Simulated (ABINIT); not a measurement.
Planning a run of ABINIT 10.8.3 on TaAgO3 (R3c). The input:

```
acell 3*1.0 Angstrom
rprim 
  2.764050000011 1.595825011582 4.571966666692
  -2.764050000011 1.595825011582 4.571966666692
  -0.000000000000 -3.191650023098 4.571966666716
ntypat 3
znucl 73 47 8
natom 10
typat 1 1 2 2 3 3 3 3 3 3
xred 
  -0.000000000000 -0.000000000000 0.000000000000
  0.500000000000 0.500000000000 0.500000000000
  0.249200000000 0.249200000000 0.249200000000
  0.749200000000 0.749200000000 0.749200000000
  0.810800000000 0.700900000000 0.241300000000
  0.241300000000 0.810800000000 0.700900000000
  0.700900000000 0.241300000000 0.810800000000
  0.741300000000 0.200900000000 0.310800000000
  0.200900000000 0.310800000000 0.741300000000
  0.310800000000 0.741300000000 0.200900000000
pp_dirpath "pseudos"
pseudos "Ta.upf, Ag.upf, O.upf"
ecut 39
ngkpt 2 2 2
nshiftk 1
shiftk 0 0 0
kptopt 1
chksymbreak 0
iscf -2
irdden 1
istwfk *1
nband 127
nbdbuf 10
tolwfr 1e-09
nstep 60
prtvol 0
indata_prefix "in"
outdata_prefix "out"
tmpdata_prefix "tmp"
```

```sh
OMP_NUM_THREADS=1 mpirun -n 4 abinit run.abi > log
```

Q: How long will it take on 4 MPI ranks of Intel Xeon 6975P-C (Granite Rapids), shared host, and how much memory?

It took 67 s; on shared hardware allow 34 s to 2.2 min. Peak host memory was 0.53 GiB.

[Paths, hosts, dates, memory and timing lines, banners, echoed tables and standing remarks are left out of the program output.]

[Logs are printed without paths, hosts, clocks, repeated set-up lines and the standing remarks that a program may print on its own settings, such as how far it seeks lower states.]

[Runs of the session that timed out or met a known fault of the program may be left out.]

[Hosts, paths, dates, database ids (printed as entryN), source tags and the programs' standing remarks are cut or masked in the printed files.]

[G0W0 gaps are taken among the corrected bands and points alone; a level outside them can change the order at an edge.]

[Where Ansatz stands beside ABINIT at settings called matched, ABINIT's density can come from a denser mesh and the files from another edition; pairs whose starting gaps differed by over 0.03 eV were left out, so agreement reads better than it is.]
